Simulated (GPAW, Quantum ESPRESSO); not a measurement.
## O K-edge XANES of NaMoO2 (R-3m)

What does one-electron theory with a core hole give for the O K edge of NaMoO2 (R-3m)?

Calculated with GPAW 26.7.0; X-ray absorption from dipole matrix elements to empty bands, plane-wave PAW LDA.

## (1) Starting point

It takes space group R-3m (No. 166, trigonal). The conventional cell has a = 3.234 Å, b = 3.234 Å, c = 15.658 Å, α = 90.00°, β = 90.00°, γ = 120.00°. Mo has 6 O at 2.15 Å nearest. Nearest to Na lie 6 O at 2.42 Å. Nearest to O lie 3 Mo at 2.15 Å and 3 Na at 2.42 Å. Farther neighbours and most contacts between anions are not listed.

## (2) Ground state of the crystal

The ground state comes first: it tells whether the system has a gap, which decides how the excited electron is treated.

Contents of scf.py:

```python
import numpy as np
from ase import Atoms
from ase.parallel import parprint, paropen
from gpaw import GPAW, PW, FermiDirac, Mixer, MixerDif, setup_paths
from gpaw.test import gen
setup_paths.insert(0, '.')
gen('O', name='nch1s', xcname='LDA', corehole=(1, 0, 0), write_xml=True)
from gpaw.mpi import world
world.barrier()

atoms = Atoms('MoNaO2',
    cell=[[1.6167754, 0.93344571, 5.21931681],
     [-1.6167754, 0.93344571, 5.21931681],
     [0, -1.86689142, 5.21931681]],
    scaled_positions=[[0, 0, 0],
     [0.5, 0.5, 0.5],
     [0.73489605, 0.73489605, 0.73489605],
     [0.26510395, 0.26510395, 0.26510395]],
    pbc=True)
atoms.calc = calc = GPAW(legacy_gpaw=True, mode=PW(500, force_complex_dtype=True), xc='LDA', setups={2: 'nch1s'},
    kpts={'size': (9, 9, 9), 'gamma': True}, occupations=FermiDirac(0.05),
    charge=0, mixer=Mixer(0.1, 5, 50), maxiter=150,
    convergence={'density': 0.0001, 'eigenstates': 1e-6}, txt='scf.txt')
energy = atoms.get_potential_energy() + calc.get_reference_energy()
ef = calc.get_fermi_level()
out = dict(energy=energy, fermi=ef, forces=atoms.get_forces().tolist())
parprint(f'all-electron energy {energy:.4f} eV, Fermi level {ef:.4f} eV')
ev = np.array([[calc.get_eigenvalues(k, s) for k in range(len(calc.get_ibz_k_points()))] for s in range(calc.get_number_of_spins())])
out['homo'], out['lumo'], out['counts'] = ev[ev < ef].max(), ev[ev > ef].min(), sorted(set((ev < ef).sum((0, 2)).tolist()))
out['filled'] = (ev[:, 0] < ef).sum(1).tolist()
import json
with paropen('out.json', 'w') as f:
    json.dump(out, f)
```

Command:

```
$ OMP_NUM_THREADS=1 mpirun -n 4 gpaw python scf.py
```

Numbers of over 12 decimals in the logs are rounded to 6 here.

The program printed:

```text
Input parameters:
  convergence: {density: 0.0001,
                eigenstates: 1e-06}
  kpts: {gamma: True,
         size: (9, 9, 9)}
  maxiter: 150
  mixer: {backend: pulay,
          beta: 0.1,
          method: separate,
          nmaxold: 5,
          weight: 50}
  mode: {ecut: 500.0,
         force_complex_dtype: True,
         name: pw}
  occupations: {fixmagmom: False,
                name: fermi-dirac,
                width: 0.05}
  setups: {2: nch1s}

Initialize ...

[... PAW data sets ...]

Reference energy: -118474.337719  # eV

Spin-paired calculation

[... convergence settings ...]
Symmetries present (total): 2
  [... symmetry matrices ...]

729 k-points: 9 x 9 x 9 Monkhorst-Pack grid
205 k-points in the irreducible part of the Brillouin zone
       k-points in crystal coordinates                weights
   0:     0.00000000    0.00000000    0.00000000          1/729
   1:     0.00000000    0.00000000    0.11111111          2/729
   2:     0.00000000    0.00000000    0.22222222          2/729
   3:     0.00000000    0.00000000    0.33333333          2/729
   4:     0.00000000    0.00000000    0.44444444          2/729
   5:     0.11111111   -0.11111111    0.00000000          2/729
   6:     0.11111111   -0.11111111    0.11111111          4/729
   7:     0.11111111   -0.11111111    0.22222222          4/729
   8:     0.11111111   -0.11111111    0.33333333          4/729
   9:     0.11111111   -0.11111111    0.44444444          4/729
          ...
 204:     0.44444444    0.44444444    0.44444444          2/729

Wave functions: Plane wave expansion
  Cutoff energy: 500.000 eV
  Number of coefficients (min, max): 1179, 1212
  Pulay-stress correction: 0.000000 eV/Ang^3 (de/decut=0.000000)
  Using FFTW library
  Wavefunction extrapolation:
    Improved wavefunction reuse through dual PAW basis

Occupation numbers: Fermi-Dirac:
  width: 0.0500  # eV

Eigensolver
   Davidson(niter=2)

Densities:
  Coarse grid: 30*30*30 grid
  Fine grid: 60*60*60 grid
  Total Charge: 0.000000

Density mixing:
  Method: separate
  Backend: pulay
  Linear mixing parameter: 0.1
  old densities: 5
  Width of damping distribution: 1.1
  Damping of long wavelength oscillations: 50

[... Hamiltonian set-up ...]
Number of atoms: 4
Number of atomic orbitals: 28
Number of bands in calculation: 24
Number of valence electrons: 33
Bands to converge: occupied

... initialized

Initializing position-dependent things.

Density initialized from atomic densities
Creating initial wave functions:
  24 bands from LCAO basis set

       O

       Na

       O

       Mo

Atomic positions and initial magnetic moments

Positions:
   0 Mo     0.000000    0.000000    0.000000    ( 0.0000,  0.0000,  0.0000)
   1 Na     0.000000    0.000000    7.828975    ( 0.0000,  0.0000,  0.0000)
   2 O     -0.000000    0.000000   11.506966    ( 0.0000,  0.0000,  0.0000)
   3 O     -0.000000    0.000000    4.150985    ( 0.0000,  0.0000,  0.0000)

Unit cell:
           periodic     x           y           z      points  spacing
  1. axis:    yes    1.616775    0.933446    5.219317    30     0.0919
  2. axis:    yes   -1.616775    0.933446    5.219317    30     0.0919
  3. axis:    yes    0.000000   -1.866891    5.219317    30     0.0919

  Lengths:   5.543154   5.543154   5.543154
  Angles:   33.916008  33.916008  33.916008

Effective grid spacing dv^(1/3) = 0.1205

iter:   1   -35.190901
iter:   2   -32.633831   -0.81  -1.08
iter:   3   -31.070243   -0.65  -1.21
iter:   4   -31.090622   -2.29  -1.50
iter:   5   -30.963030   -1.90  -1.54
iter:   6   -30.964386   -2.41  -2.34
iter:   7   -30.962395c  -2.57  -2.38
iter:   8   -30.952320c  -3.10  -2.43
iter:   9   -30.951547c  -4.73  -2.90
iter:  10   -30.951527c  -5.14  -3.30
iter:  11   -30.951516c  -6.85c -3.79
iter:  12   -30.951512c  -6.77c -3.81
iter:  13   -30.951513c  -7.20c -4.01c

Converged after 13 iterations.

Dipole moment: (-0.000000, -0.000000, 0.000000) |e|*Ang

Energy contributions relative to reference atoms: (reference = -118474.337719)

Kinetic:         -8.061177
Potential:       +1.722927
External:        +0.000000
XC:             -24.238599
Entropy (-ST):   -0.019739
Local:           -0.364794
SIC:             +0.000000
--------------------------
Free energy:    -30.961382
Extrapolated:   -30.951513

Showing only first 2 kpts
 Kpt  Band  Eigenvalues  Occupancy
  0    14      3.57111    2.00000
  0    15      6.81596    2.00000
  0    16      6.81679    2.00000
  0    17      8.09551    0.00246

  1    14      3.60097    2.00000
  1    15      6.89078    2.00000
  1    16      7.07297    2.00000
  1    17      8.18733    0.00039

Fermi level: 7.76052

No gap
No difference between direct/indirect transitions

Forces in eV/Ang:
  0 Mo    0.00000    0.00000   -0.00000
  1 Na    0.00000    0.00000    0.00000
  2 O     0.00000    0.00022    0.21473
  3 O     0.00000   -0.00022   -0.21473
Scalar-relativistic atomic LDA calculation for O (Oxygen, Z=8)
Core hole in 1s state (1s occupation: 2.0)
300 radial gridpoints.
|------------------------------------------------|
|------------------------------------------------|
[... the atom generator's iteration count ...]

Energy contributions:
-------------------------
Kinetic:      +74.266897
XC:            -7.772280
Potential:   -141.018865
-------------------------
Total:        -74.524248

state      eigenvalue         ekin         rmax
-----------------------------------------------
1s^2.0 :   -18.772897    28.821965        0.130
2s^2.0 :    -0.872866     3.204810        0.874
2p^4.0 :    -0.337925     2.553337        0.813
-----------------------------------------------
(units: Bohr and Hartree)

Generating PAW setup
Kinetic energy of the core from tauc = 57.689706
Cutoffs:
rc(s)=1.300
rc(p)=1.130
rc(d)=1.170
rc(vbar)=1.300
rc(comp)=1.260
rc(nct)=1.300

Kinetic energy of the core states: 57.643930
Charge: 0.0
Core electrons: 2.0
Valence electrons: 6.0
Pseudo-core charge: 0.000776
Shape function alpha=6.299
Pseudo-electron charge 5.666261
state    eigenvalue         norm
--------------------------------
2s(2) :    -0.872866     1.079797
*s    :     0.127134
2p(4) :    -0.337925     0.876472
*p    :     0.662075
*d    :     0.000000
--------------------------------

Diagonalizing with gridspacing h=0.050

state   all-electron     PAW
-------------------------------
2s:      -0.872866    -0.873954
2p:      -0.337925    -0.341740
*d:                    0.050276
*f:                    0.077289
-------------------------------
all-electron energy -118505.2892 eV, Fermi level 7.7605 eV
```

The job ended after 72 s (4 MPI ranks of Arm Neoverse V1, shared host; peak memory 0.26 GiB).

The mesh shows no gap, so the system is treated as a metal and the core electron is put at the Fermi level (neutral cell).

## (3) Spectrum without a core hole, O atom 3

Without a hole the spectrum is the empty density of states of the right symmetry on the absorber, weighted by matrix elements. It needs only the small cell and serves as the baseline. The data set with a hole of occupation 0 only carries the core orbital.

The absorber has 3 Mo at 2.15 Å and 3 Na at 2.42 Å (distorted octahedral, site symmetry 3m).

Contents of xas.py:

```python
import numpy as np
from ase import Atoms
from ase.parallel import parprint, paropen
from gpaw import GPAW, PW, FermiDirac, Mixer, MixerDif, setup_paths
from gpaw.test import gen
setup_paths.insert(0, '.')
gen('O', name='nch1s', xcname='LDA', corehole=(1, 0, 0), write_xml=True)
from gpaw.mpi import world
world.barrier()

atoms = Atoms('MoNaO2',
    cell=[[1.6167754, 0.93344571, 5.21931681],
     [-1.6167754, 0.93344571, 5.21931681],
     [0, -1.86689142, 5.21931681]],
    scaled_positions=[[0, 0, 0],
     [0.5, 0.5, 0.5],
     [0.73489605, 0.73489605, 0.73489605],
     [0.26510395, 0.26510395, 0.26510395]],
    pbc=True)
atoms.calc = calc = GPAW(legacy_gpaw=True, mode=PW(500, force_complex_dtype=True), xc='LDA', setups={2: 'nch1s'},
    kpts={'size': (12, 12, 12), 'gamma': True}, occupations=FermiDirac(0.1),
    charge=0, mixer=Mixer(0.1, 5, 50), maxiter=150,
    convergence={'density': 0.0001, 'eigenstates': 1e-6}, txt='scf.txt')
energy = atoms.get_potential_energy() + calc.get_reference_energy()
ef = calc.get_fermi_level()
out = dict(energy=energy, fermi=ef, forces=atoms.get_forces().tolist())
parprint(f'all-electron energy {energy:.4f} eV, Fermi level {ef:.4f} eV')
ev = np.array([[calc.get_eigenvalues(k, s) for k in range(len(calc.get_ibz_k_points()))] for s in range(calc.get_number_of_spins())])
out['homo'], out['lumo'], out['counts'] = ev[ev < ef].max(), ev[ev > ef].min(), sorted(set((ev < ef).sum((0, 2)).tolist()))
out['filled'] = (ev[:, 0] < ef).sum(1).tolist()

from ase.units import Ha
from gpaw.xas import dipole_matrix_elements
nb = int(calc.get_number_of_electrons() / 2) + 36
top = nb
nscf = calc.fixed_density(kpts={'size': (8, 8, 8), 'gamma': True},
    convergence={'eigenstates': 1.0}, txt='nscf.txt')
nscf.diagonalize_full_hamiltonian(nbands=nb)
cell = atoms.cell.array
ops = [cell.T @ U.T @ np.linalg.inv(cell.T) for U in nscf.wfs.kd.symmetry.op_scc]
E = np.arange(-25, 34, 0.1)
fwhm = np.interp(E, [4, 25], [0.9, 3.5])
Y, X, zero, highest = 0, 0, 1e9, 1e9
for spin in range(nscf.get_number_of_spins()):
    wfs = nscf.wfs
    A = dipole_matrix_elements(wfs.setups[2])
    eps = np.zeros((wfs.kd.nibzkpts, nb))
    d = np.zeros((3, A.shape[1], wfs.kd.nibzkpts, nb), complex)
    for kpt in wfs.kpt_u:
        if kpt.s == spin and 2 in kpt.P_ani:
            eps[kpt.k] = kpt.eps_n * Ha
            d[:, :, kpt.k] = (kpt.weight * wfs.nspins / 2) ** 0.5 * np.inner(A, kpt.P_ani[2])
    world.sum(eps)
    world.sum(d)
    T = np.einsum('amkn,bmkn->abkn', d, d.conj()).real
    T = sum(np.einsum('ai,ijkn,bj->abkn', R, T, R) for R in ops) / len(ops)
    empty = eps > ef
    zero, highest = min(zero, eps[empty].min()), min(highest, eps[:, top - 1].min())
    lines = [(eps, T, empty)] if spin == 0 else lines + [(eps, T, empty)]
for eps, T, empty in lines:
    f = np.einsum('aakn->akn', T).reshape(3, -1)
    x = eps.ravel() - zero
    w = np.interp(x, E, fwhm) / 2.35482
    g = np.exp(-0.5 * ((E[:, None] - x) / w) ** 2) / (w * (2 * np.pi) ** 0.5)
    Y = Y + (f * empty.ravel()) @ g.T
    X = X + (f * ~empty.ravel()) @ g.T
out.update(E=E.round(2).tolist(), xas=Y.tolist(), xes=X.tolist(), zero=zero, valid=highest - zero, nk=len(eps), nb=nb)
for i in range(0, len(E), 10):
    parprint(f'{E[i]:7.2f}', *(f'{v:10.3e}' for v in Y[:, i]))
import json
with paropen('out.json', 'w') as f:
    json.dump(out, f)
```

Command:

```
$ OMP_NUM_THREADS=1 mpirun -n 4 gpaw python xas.py
```

The program printed:

```text
Input parameters:
  convergence: {density: 0.0001,
                eigenstates: 1e-06}
  kpts: {gamma: True,
         size: (12, 12, 12)}
  maxiter: 150
  mixer: {backend: pulay,
          beta: 0.1,
          method: separate,
          nmaxold: 5,
          weight: 50}
  mode: {ecut: 500.0,
         force_complex_dtype: True,
         name: pw}
  occupations: {fixmagmom: False,
                name: fermi-dirac,
[...]
*p    :     0.662075
*d    :     0.000000
--------------------------------

Diagonalizing with gridspacing h=0.050

state   all-electron     PAW
-------------------------------
2s:      -0.872866    -0.873954
2p:      -0.337925    -0.341740
*d:                    0.050276
*f:                    0.077289
-------------------------------
all-electron energy -118505.2854 eV, Fermi level 7.7296 eV
[...]
32.00  5.360e-05  5.360e-05  6.139e-05
  33.00  5.318e-05  5.318e-05  5.661e-05
[key lines of the parts left out:]
Converged after 13 iterations.
Dipole moment: (-0.000000, -0.000000, 0.000000) |e|*Ang
Free energy:    -30.996596
Fermi level: 7.72956
```

The job ended after 6.7 min (4 MPI ranks; peak memory 0.53 GiB; 27 min of CPU time).

The O K spectrum, O atom 3, no core hole (energy from the lowest empty level; intensity scaled to a mean of 1 over the first 20 eV; polarised curves are means over the symmetry-equivalent atoms):

| E (eV) | isotropic | ε ⊥ c | ε ∥ c |
| --- | --- | --- | --- |
| -2.00 | 0.00 | 0.00 | 0.00 |
| -1.25 | 0.00 | 0.00 | 0.00 |
| -0.50 | 0.29 | 0.28 | 0.32 |
| 0.25 | 1.83 | 1.63 | 2.25 |
| 1.00 | 0.38 | 0.32 | 0.49 |
| 1.75 | 0.48 | 0.46 | 0.52 |
| 2.50 | 2.21 | 2.33 | 1.96 |
| 3.25 | 2.28 | 3.01 | 0.82 |
| 4.00 | 0.65 | 0.67 | 0.60 |
| 4.75 | 1.03 | 0.88 | 1.31 |
| 5.50 | 1.27 | 1.11 | 1.59 |
| 6.25 | 1.28 | 1.37 | 1.12 |
| 7.00 | 1.38 | 1.57 | 1.01 |
| 7.75 | 1.43 | 1.49 | 1.29 |
| 8.50 | 1.23 | 1.28 | 1.11 |
| 9.25 | 0.82 | 0.93 | 0.60 |
| 10.00 | 0.79 | 0.90 | 0.57 |
| 10.75 | 1.03 | 1.18 | 0.73 |
| 11.50 | 0.96 | 1.08 | 0.71 |
| 12.25 | 0.71 | 0.74 | 0.66 |
| 13.00 | 0.71 | 0.66 | 0.80 |
| 13.75 | 0.86 | 0.74 | 1.10 |
| 14.50 | 0.97 | 0.79 | 1.33 |
| 15.25 | 0.96 | 0.78 | 1.32 |
| 16.00 | 0.83 | 0.67 | 1.14 |
| 16.75 | 0.69 | 0.55 | 0.98 |
| 17.50 | 0.62 | 0.48 | 0.90 |
| 18.25 | 0.60 | 0.47 | 0.87 |
| 19.00 | 0.56 | 0.45 | 0.78 |
| 19.75 | 0.52 | 0.45 | 0.66 |
| 20.50 | 0.51 | 0.48 | 0.59 |
| 21.25 | 0.54 | 0.53 | 0.58 |
| 22.00 | 0.57 | 0.56 | 0.59 |
| 22.75 | 0.57 | 0.59 | 0.54 |
| 23.50 | 0.56 | 0.61 | 0.46 |
| 24.25 | 0.57 | 0.66 | 0.40 |
| 25.00 | 0.63 | 0.76 | 0.38 |
| 25.75 | 0.73 | 0.89 | 0.41 |
| 26.50 | 0.84 | 1.03 | 0.47 |
| 27.25 | 0.94 | 1.13 | 0.54 |
| 28.00 | 0.97 | 1.15 | 0.62 |
| 28.75 | 0.94 | 1.07 | 0.68 |
| 29.50 | 0.85 | 0.92 | 0.71 |
| 30.25 | 0.75 | 0.76 | 0.72 |
| 31.00 | 0.67 | 0.65 | 0.71 |
| 31.75 | 0.62 | 0.59 | 0.68 |

Main maxima below 24 eV (height): 0.3 eV (1.85), 2.9 eV (2.96), 7.7 eV (1.43), 11.0 eV (1.05) and 14.8 eV (0.99). A K edge sees empty p states; the first features are O p mixed into the empty d states of the Mo neighbours, and the broad ones above probably into the cations' higher empty bands.

The same matrix elements for filled bands give the O K emission of O atom 3 (ground-state approximation; energy from the lowest empty level, largest value 1):

| E (eV) | emission |
| --- | --- |
| -24.00 | 0.00 |
| -23.25 | 0.00 |
| -22.50 | 0.00 |
| -21.75 | 0.00 |
| -21.00 | 0.00 |
| -20.25 | 0.00 |
| -19.50 | 0.00 |
| -18.75 | 0.00 |
| -18.00 | 0.00 |
| -17.25 | 0.00 |
| -16.50 | 0.00 |
| -15.75 | 0.00 |
| -15.00 | 0.00 |
| -14.25 | 0.00 |
| -13.50 | 0.00 |
| -12.75 | 0.00 |
| -12.00 | 0.00 |
| -11.25 | 0.00 |
| -10.50 | 0.00 |
| -9.75 | 0.00 |
| -9.00 | 0.00 |
| -8.25 | 0.06 |
| -7.50 | 0.46 |
| -6.75 | 0.91 |
| -6.00 | 0.86 |
| -5.25 | 0.99 |
| -4.50 | 0.86 |
| -3.75 | 0.17 |
| -3.00 | 0.00 |
| -2.25 | 0.00 |
| -1.50 | 0.04 |
| -0.75 | 0.14 |
| 0.00 | 0.08 |
| 0.75 | 0.01 |
| 1.50 | 0.00 |
| 2.25 | 0.00 |
| 3.00 | 0.00 |

Emission maxima: -5.0 eV (1.00) and -0.6 eV (0.14).

## (4) Supercell without a hole, the energy reference

The photon energy needs a difference of total energies, so the cell and mesh of the coming hole run are first run without a hole.

scf.py: that of step 2 with these lines changed.

```diff
@@ -10,13 +10,21 @@
 
-atoms = Atoms('MoNaO2',
+atoms = Atoms('Mo3Na3O6',
     cell=[[1.6167754, 0.93344571, 5.21931681],
-     [-1.6167754, 0.93344571, 5.21931681],
-     [0, -1.86689142, 5.21931681]],
+     [-4.85032619, -2.80033713, 0],
+     [4.85032619, -2.80033713, 0]],
     scaled_positions=[[0, 0, 0],
-     [0.5, 0.5, 0.5],
-     [0.73489605, 0.73489605, 0.73489605],
-     [0.26510395, 0.26510395, 0.26510395]],
+     [0, 0.66666667, 0.33333333],
+     [0, 0.33333333, 0.66666667],
+     [0.5, 0.5, 0],
+     [0.5, 0.16666667, 0.33333333],
+     [0.5, 0.83333333, 0.66666667],
+     [0.20468815, 0.73489605, 0],
+     [0.20468815, 0.40156272, 0.33333333],
+     [0.20468815, 0.06822938, 0.66666667],
+     [0.79531185, 0.26510395, 0],
+     [0.79531185, 0.93177062, 0.33333333],
+     [0.79531185, 0.59843728, 0.66666667]],
     pbc=True)
-atoms.calc = calc = GPAW(legacy_gpaw=True, mode=PW(500, force_complex_dtype=True), xc='LDA', setups={2: 'nch1s'},
-    kpts={'size': (9, 9, 9), 'gamma': True}, occupations=FermiDirac(0.05),
+atoms.calc = calc = GPAW(legacy_gpaw=True, mode=PW(500, force_complex_dtype=True), xc='LDA', setups={6: 'nch1s'},
+    kpts={'size': (4, 4, 4), 'gamma': True}, occupations=FermiDirac(0.1),
     charge=0, mixer=Mixer(0.1, 5, 50), maxiter=150,
```

Command:

```
$ OMP_NUM_THREADS=1 mpirun -n 4 gpaw python scf.py
```

The program printed:

```text
Input parameters:
  convergence: {density: 0.0001,
                eigenstates: 1e-06}
  kpts: {gamma: True,
         size: (4, 4, 4)}
  maxiter: 150
  mixer: {backend: pulay,
          beta: 0.1,
          method: separate,
          nmaxold: 5,
          weight: 50}
  mode: {ecut: 500.0,
         force_complex_dtype: True,
         name: pw}
  occupations: {fixmagmom: False,
                name: fermi-dirac,
[...]
2s(2) :    -0.872866     1.079797
*s    :     0.127134
2p(4) :    -0.337925     0.876472
*p    :     0.662075
*d    :     0.000000
--------------------------------

Diagonalizing with gridspacing h=0.050

state   all-electron     PAW
-------------------------------
2s:      -0.872866    -0.873954
2p:      -0.337925    -0.341740
*d:                    0.050276
*f:                    0.077289
-------------------------------
all-electron energy -355515.8550 eV, Fermi level 7.7337 eV
[key lines of the parts left out:]
Converged after 16 iterations.
Dipole moment: (0.000001, -0.000000, 0.000000) |e|*Ang
Free energy:    -92.990492
Fermi level: 7.73365
```

It took 69 s on 4 MPI ranks; peak memory 0.3 GiB; 4.6 min of CPU time.

Reference energy: -355515.855 eV with the cores included.

(Part 1 of 2 ends here.)

[Banner, clock and machine lines of the logs are left out without a mark of their own.]

[Logs are printed without paths, hosts, clocks, repeated set-up lines and the standing remarks that a program may print on its own settings, such as how far it seeks lower states.]

[Hosts, paths, dates, database ids (printed as entryN), source tags and the programs' standing remarks are cut or masked in the printed files.]

[Lists of maxima count a maximum above −3 eV only where it reaches 4 % of the highest in the window and stands out from its surroundings by 2 % of it (1.5 % where it reaches 55 %); shoulders and weaker maxima are passed over, and of the rest the first, up to two pre-edge ones and the few strongest are named.]
